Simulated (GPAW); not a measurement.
# 1T-PbSeTe monolayer in an electric field

Aim: the dipole that a field along the normal induces in 1T-PbSeTe monolayer.

Calculated with GPAW 26.7.0; GPAW, PAW setups; layer in a repeated cell with vacuum, relaxation of atoms and in-plane cell, in the first sound run; inputs show where later runs differ.

### Step 1. The starting structure

The cell holds 3 atoms: 1 Te, 1 Pb and 1 Se. Its edges and angles: a = 3.750 Å, b = 3.750 Å, c = 20.953 Å, α = 90.0°, β = 90.0°, γ = 120.0°. Vacuum lies along c.

As a file:

```cif
data_structure
_symmetry_space_group_name_H-M 'P 1'
_symmetry_Int_Tables_number 1
_cell_length_a 3.7499
_cell_length_b 3.7499
_cell_length_c 20.9533
_cell_angle_alpha 90.000
_cell_angle_beta 90.000
_cell_angle_gamma 120.000
_cell_volume 255.17
loop_
_atom_site_label
_atom_site_type_symbol
_atom_site_fract_x
_atom_site_fract_y
_atom_site_fract_z
_atom_site_occupancy
Te1 Te 0.66667 0.33333 0.42953 1
Pb2 Pb 0.00000 0.00000 0.50763 1
Se3 Se 0.33333 0.66667 0.57047 1
```

### Step 2. Relaxation

The atoms are relaxed first, since the surface dipole, and with it the work function, follows the positions of the outer layers.

The input, run.py:

```python
import json
import numpy as np
from ase import Atoms
from ase.filters import FrechetCellFilter
from ase.optimize import BFGS
from gpaw import GPAW, PW

slab = Atoms(
    ['Te', 'Pb', 'Se'],
    positions=[
        [1.87497, 1.08252, 9.00000],
        [0.00000, 0.00000, 10.63659],
        [-0.00000, 2.16503, 11.95333]],
    cell=[[3.74994, 0.0, 0.0], [-1.87497, 3.24755, 0.0], [0.0, 0.0, 20.9533]],
    pbc=[True, True, True])

slab.calc = GPAW(mode=PW(600), xc='PBE', kpts={'size': (9, 9, 1), 'gamma': True},
                 occupations={'name': 'fermi-dirac', 'width': 0.05}, nbands='200%',
                 convergence={'density': 1e-05}, maxiter=200,
                 symmetry={'tolerance': 1e-3}, txt='slab.txt')
result = {}
# The in-plane cell is free; stress needs a cell that repeats along all three vectors
path = []
opt = BFGS(FrechetCellFilter(slab, mask=[1, 1, 0, 0, 0, 1]), maxstep=0.2)
opt.attach(lambda: path.append((slab.get_potential_energy(), slab.positions.tolist(), slab.get_forces().tolist())))
result['relaxed'] = bool(opt.run(fmax=0.02, steps=45))
result['path'] = path
result['cell'] = slab.cell.tolist()
print('in-plane lattice', slab.cell.cellpar().round(4)[[0, 1, 5]])
energy = slab.get_potential_energy()
fermi = slab.calc.get_fermi_level()
v = slab.calc.get_electrostatic_potential().mean((0, 1)) - fermi
n = slab.calc.get_pseudo_density().mean((0, 1))
L = slab.cell[2, 2]
z = np.arange(len(v)) * L / len(v)
low, high = slab.positions[:, 2].min(), slab.positions[:, 2].max()
below, above = np.interp([low - 6.8, high + 6.8], z, v)
slopes = [np.interp(x, z, np.gradient(v, z)) for x in (low - 6.8, high + 6.8)]
eps = np.array([[slab.calc.get_eigenvalues(k, s) for k in range(len(slab.calc.get_ibz_k_points()))]
                for s in range(slab.calc.get_number_of_spins())]) - fermi
top, bottom = eps[eps < 0].max(), eps[eps > 0].min()
dipole = slab.get_dipole_moment()[2]
print(f'energy {energy:.4f} eV, Fermi level {fermi:.4f} eV, dipole {dipole:.5f} e A')
print(f'potential 6.8 A off the faces, from the Fermi level: lower {below:.4f} eV, upper {above:.4f} eV')
print(f'slope of the potential there: lower {slopes[0]:.5f}, upper {slopes[1]:.5f} eV/A')
print(f'nearest levels on the mesh: {top:.4f} and {bottom:.4f} eV')
print('magnetic moment', round(slab.get_magnetic_moment(), 3))
result.update(energy=energy, fermi=fermi, dipole=dipole, below=below, above=above, slopes=slopes, edges=[top, bottom],
              z=z.tolist(), v=v.tolist(), n=n.tolist(), positions=slab.positions.tolist(),
              forces=slab.get_forces(apply_constraint=False).tolist(), moments=slab.get_magnetic_moments().tolist())
json.dump(result, open('result.json', 'w'))
```

The run is started by

```
> OMP_NUM_THREADS=1 OPENBLAS_NUM_THREADS=1 python run.py
```

What it wrote:

```text
Step          Energy          fmax
BFGS:    0       -7.980373        5.203027
BFGS:    1       -9.131651        3.398997
BFGS:    2      -10.175442        1.157712
BFGS:    3      -10.322389        0.532490
BFGS:    4      -10.345077        0.271768
BFGS:    5      -10.348150        0.193104
BFGS:    6      -10.351518        0.177633
BFGS:    7      -10.356217        0.186969
BFGS:    8      -10.359888        0.143543
BFGS:    9      -10.361701        0.153841
BFGS:   10      -10.363157        0.160046
BFGS:   11      -10.364895        0.126562
BFGS:   12      -10.365908        0.060997
BFGS:   13      -10.366222        0.014397
in-plane lattice [  4.0342   4.0342 120.    ]
energy -10.3532 eV, Fermi level -2.1162 eV, dipole -0.03772 e A
potential 6.8 A off the faces, from the Fermi level: lower 5.4013 eV, upper 5.4849 eV
slope of the potential there: lower -0.02292, upper -0.02300 eV/A
nearest levels on the mesh: -0.0280 and 0.0539 eV
magnetic moment 0.0
```

The job ended after 14 min (1 thread of Arm Neoverse V1, shared host; peak memory 0.46 GiB).

Numbers from this step:

* dipole along the normal: -0.03772 e·Å
* levels nearest the Fermi level on the mesh: -0.02803, 0.05387 eV from the Fermi level

The electrostatic potential energy of an electron (without an applied field's), less the Fermi level, planar mean by z:

z (Å), electrostatic potential energy of an electron (without an applied field's), less the Fermi level, planar mean (eV) and a bar from the least value:
```
        0        5.4 ##############################
        1        5.4 ##############################
        2        5.4 ##############################
        3        5.4 ##############################
        4        5.4 ##############################
        5        5.3 ##############################
        6        5.3 #############################
        7        4.7 ############################
        8       -3.3 ##############
        9       -8.4 #####
       10       -3.6 ##############
       11      -11.1 
       12       -7.9 ######
       13        0.9 ######################
       14        5.3 ##############################
       15        5.6 ##############################
       16        5.6 ##############################
       17        5.5 ##############################
       18        5.5 ##############################
       19        5.5 ##############################
       20        5.5 ##############################
```

Table of pseudo valence density, planar mean by z:

| z (Å) | pseudo valence density, planar mean (e/Å³) |
| --- | --- |
| 4.5 | 2.3e-5 |
| 5.0 | 9.6e-5 |
| 5.5 | 3.9e-4 |
| 6.0 | 0.00160 |
| 6.5 | 0.00646 |
| 7.0 | 0.0255 |
| 7.5 | 0.0921 |
| 8.0 | 0.222 |
| 8.5 | 0.101 |
| 9.0 | 0.229 |
| 9.5 | 0.224 |
| 10.0 | 0.302 |
| 10.5 | 0.787 |
| 11.0 | 0.625 |
| 11.5 | 0.324 |
| 12.0 | 0.289 |
| 12.5 | 0.208 |
| 13.0 | 0.186 |
| 13.5 | 0.0540 |
| 14.0 | 0.0124 |
| 14.5 | 0.00278 |
| 15.0 | 6.4e-4 |
| 15.5 | 1.5e-4 |
| 16.0 | 3.5e-5 |

The relaxation lowered the energy of the cell by 2.38 eV (energies extrapolated to zero smearing; the optimiser's log prints free energies). The largest force left on a free atom is 0.013 eV/Å.

### Step 3. Plane waves, PBE

With the geometry fixed, the planar mean of the potential gives the vacuum level on each side.

This step: GPAW, PAW setups; slab in vacuum (GPAW 26.7.0).

The cell differs from the one that the last finished run ended in (c 20.953 → 21.712 Å).

run.py, as its differences from that of step 2:

```diff
@@ -3,4 +3,2 @@
 from ase import Atoms
-from ase.filters import FrechetCellFilter
-from ase.optimize import BFGS
 from gpaw import GPAW, PW
@@ -10,21 +8,14 @@
     positions=[
-        [1.87497, 1.08252, 9.00000],
-        [0.00000, 0.00000, 10.63659],
-        [-0.00000, 2.16503, 11.95333]],
-    cell=[[3.74994, 0.0, 0.0], [-1.87497, 3.24755, 0.0], [0.0, 0.0, 20.9533]],
-    pbc=[True, True, True])
+        [2.01710, 1.16458, 9.00000],
+        [-0.00000, 0.00000, 11.07705],
+        [0.00000, 2.32915, 12.71216]],
+    cell=[[4.0342, -0.0, 0.0], [-2.0171, 3.49373, 0.0], [0.0, 0.0, 21.7122]],
+    pbc=[True, True, False])
 
-slab.calc = GPAW(mode=PW(600), xc='PBE', kpts={'size': (9, 9, 1), 'gamma': True},
+slab.calc = GPAW(mode=PW(400), xc='PBE', kpts={'size': (9, 9, 1), 'gamma': True},
                  occupations={'name': 'fermi-dirac', 'width': 0.05}, nbands='200%',
                  convergence={'density': 1e-05}, maxiter=200,
+                 poissonsolver={'dipolelayer': 'xy'},
                  symmetry={'tolerance': 1e-3}, txt='slab.txt')
 result = {}
-# The in-plane cell is free; stress needs a cell that repeats along all three vectors
-path = []
-opt = BFGS(FrechetCellFilter(slab, mask=[1, 1, 0, 0, 0, 1]), maxstep=0.2)
-opt.attach(lambda: path.append((slab.get_potential_energy(), slab.positions.tolist(), slab.get_forces().tolist())))
-result['relaxed'] = bool(opt.run(fmax=0.02, steps=45))
-result['path'] = path
-result['cell'] = slab.cell.tolist()
-print('in-plane lattice', slab.cell.cellpar().round(4)[[0, 1, 5]])
 energy = slab.get_potential_energy()
```

What it wrote:

```text
energy -10.2500 eV, Fermi level -2.2356 eV, dipole -0.02704 e A
potential 6.8 A off the faces, from the Fermi level: lower 5.2759 eV, upper 5.6196 eV
slope of the potential there: lower -0.00001, upper -0.00004 eV/A
nearest levels on the mesh: -0.0279 and 0.0532 eV
magnetic moment 0.0
```

Wall time 31 s (1 thread); peak memory 0.23 GiB.

Numbers from this step:

```yaml
dipole_along_the_normal: -0.02704 e·Å
levels_nearest_the_fermi_level_on_the_mesh: -0.02793, 0.05323 eV from the Fermi level
upper_work_function: 5.620 eV
lower_work_function: 5.276 eV
```

Electrostatic potential energy of an electron (without an applied field's), less the Fermi level, planar mean against z:

```csv
z (Å),"electrostatic potential energy of an electron (without an applied field's), less the Fermi level, planar mean (eV)"
0,5.45
1,5.28
2,5.28
3,5.28
4,5.28
5,5.28
6,5.26
7,5.08
8,2.16
9,-14.5
10,-0.748
11,-14.9
12,-3.08
13,-7.20
14,4.79
15,5.58
16,5.62
17,5.62
18,5.62
19,5.62
20,5.62
21,5.62
```

The pseudo valence density, planar mean oscillates, so the rows of the table below give means over windows of 1 Å about each position, cut where the curve ends. Its maxima inside the range that stand out by 2 % of the span (Å: e/Å³): 8.5: 0.232, 9.5: 0.259, 11.2: 0.887, 13.0: 0.257. Its minima: 8.9: 0.0958, 9.9: 0.219, 12.8: 0.171.

The pseudo valence density, planar mean by z; means over each step:

```csv
z (Å),"pseudo valence density, planar mean (e/Å³)"
5,4.5e-5
6,7.5e-4
7,0.0120
8,0.125
9,0.163
10,0.253
11,0.678
12,0.345
13,0.210
14,0.0553
15,0.00302
16,1.6e-4
17,8.7e-6
```

The potential is flat to 3.9e-5 eV/Å where it is read, so the vacuum is wide enough.

### Step 4. Field on

A uniform field along the normal polarises the slab; the atoms stay fixed, so this is the electronic response alone.

run.py, as its differences from that of step 3:

```diff
@@ -4,2 +4,3 @@
 from gpaw import GPAW, PW
+from gpaw.external import ConstantElectricField
 
@@ -18,2 +19,3 @@
                  poissonsolver={'dipolelayer': 'xy'},
+                 external=ConstantElectricField(-0.2, [0, 0, 1]),
                  symmetry={'tolerance': 1e-3}, txt='slab.txt')
```

What it wrote:

```text
energy -10.2648 eV, Fermi level -2.2188 eV, dipole -0.12164 e A
potential 6.8 A off the faces, from the Fermi level: lower 4.6439 eV, upper 6.2061 eV
slope of the potential there: lower -0.00011, upper -0.00012 eV/A
nearest levels on the mesh: -0.0299 and 0.0528 eV
magnetic moment 0.0
```

The job ended after 99 s (1 thread; peak memory 0.35 GiB).

This step gave:

| Property | Result |
| --- | --- |
| dipole along the normal | -0.1216 e·Å |
| levels nearest the Fermi level on the mesh | -0.02991, 0.05275 eV from the Fermi level |
| potential below the slab, the applied field's own ramp left out | 4.644 eV from the Fermi level |
| potential above the slab, the applied field's own ramp left out | 6.206 eV from the Fermi level |

Table of electrostatic potential energy of an electron (without an applied field's), less the Fermi level, planar mean by z:

```
z (Å)  electrostatic potential energy of an electron (without an applied field's), less the Fermi level, planar mean (eV)
  0.0                                                                                                                5.42
  0.5                                                                                                                4.64
  1.0                                                                                                                4.64
  1.5                                                                                                                4.64
  2.0                                                                                                                4.64
  2.5                                                                                                                4.64
  3.0                                                                                                                4.64
  3.5                                                                                                                4.64
  4.0                                                                                                                4.64
  4.5                                                                                                                4.64
  5.0                                                                                                                4.64
  5.5                                                                                                                4.64
  6.0                                                                                                                4.63
  6.5                                                                                                                4.60
  7.0                                                                                                                4.46
  7.5                                                                                                                3.89
  8.0                                                                                                                1.62
  8.5                                                                                                               -5.93
  9.0                                                                                                               -14.9
  9.5                                                                                                               -6.51
 10.0                                                                                                              -0.918
 10.5                                                                                                               -5.37
 11.0                                                                                                               -14.8
 11.5                                                                                                               -8.77
 12.0                                                                                                               -2.85
 12.5                                                                                                               -9.62
 13.0                                                                                                               -6.78
 13.5                                                                                                                2.54
 14.0                                                                                                                5.34
 14.5                                                                                                                6.00
 15.0                                                                                                                6.16
 15.5                                                                                                                6.19
 16.0                                                                                                                6.20
 16.5                                                                                                                6.21
 17.0                                                                                                                6.21
 17.5                                                                                                                6.21
 18.0                                                                                                                6.21
 18.5                                                                                                                6.21
 19.0                                                                                                                6.21
 19.5                                                                                                                6.21
 20.0                                                                                                                6.21
 20.5                                                                                                                6.21
 21.0                                                                                                                6.21
 21.5                                                                                                                5.89
```

The dipole is now -0.122 e Å, against -0.027 in the run without a field.

### Step 5. In a field

run.py, as its differences from that of step 4:

```diff
@@ -19,3 +19,3 @@
                  poissonsolver={'dipolelayer': 'xy'},
-                 external=ConstantElectricField(-0.2, [0, 0, 1]),
+                 external=ConstantElectricField(-0.1, [0, 0, 1]),
                  symmetry={'tolerance': 1e-3}, txt='slab.txt')
```

What it wrote:

```text
energy -10.2550 eV, Fermi level -2.2267 eV, dipole -0.07420 e A
potential 6.8 A off the faces, from the Fermi level: lower 4.9592 eV, upper 5.9121 eV
slope of the potential there: lower -0.00006, upper -0.00008 eV/A
nearest levels on the mesh: -0.0289 and 0.0530 eV
magnetic moment 0.0
```

Elapsed: 99 s, on 1 thread; peak memory 0.35 GiB.

This step gave:

```yaml
dipole_along_the_normal: -0.07420 e·Å
levels_nearest_the_fermi_level_on_the_mesh: -0.02892, 0.05300 eV from the Fermi level
potential_below_the_slab_the_applied_field_s_own_ramp_left_out: 4.959 eV from the Fermi level
potential_above_the_slab_the_applied_field_s_own_ramp_left_out: 5.912 eV from the Fermi level
```

Electrostatic potential energy of an electron (without an applied field's), less the Fermi level, planar mean against z:

| z (Å) | electrostatic potential energy of an electron (without an applied field's), less the Fermi level, planar mean (eV) |
| --- | --- |
| 0 | 5.44 |
| 1 | 4.96 |
| 2 | 4.96 |
| 3 | 4.96 |
| 4 | 4.96 |
| 5 | 4.96 |
| 6 | 4.95 |
| 7 | 4.77 |
| 8 | 1.89 |
| 9 | -14.7 |
| 10 | -0.833 |
| 11 | -14.9 |
| 12 | -2.97 |
| 13 | -6.99 |
| 14 | 5.06 |
| 15 | 5.87 |
| 16 | 5.91 |
| 17 | 5.91 |
| 18 | 5.91 |
| 19 | 5.91 |
| 20 | 5.91 |
| 21 | 5.91 |

The dipole is now -0.0742 e Å, against -0.027 in the run without a field.

### Step 6. In a field

run.py, as its differences from that of step 5:

```diff
@@ -19,3 +19,3 @@
                  poissonsolver={'dipolelayer': 'xy'},
-                 external=ConstantElectricField(-0.1, [0, 0, 1]),
+                 external=ConstantElectricField(-0.05, [0, 0, 1]),
                  symmetry={'tolerance': 1e-3}, txt='slab.txt')
```

What it wrote:

```text
energy -10.2519 eV, Fermi level -2.2311 eV, dipole -0.05048 e A
potential 6.8 A off the faces, from the Fermi level: lower 5.1174 eV, upper 5.7657 eV
slope of the potential there: lower -0.00004, upper -0.00005 eV/A
nearest levels on the mesh: -0.0284 and 0.0531 eV
magnetic moment 0.0
```

Elapsed: 98 s, on 1 thread; peak memory 0.35 GiB.

(Continued in part 2 of 2.)

[Logs are printed without paths, hosts, clocks, repeated set-up lines and the standing remarks that a program may print on its own settings, such as how far it seeks lower states.]

[Hosts, paths, dates, database ids (printed as entryN), source tags and the programs' standing remarks are cut or masked in the printed files.]
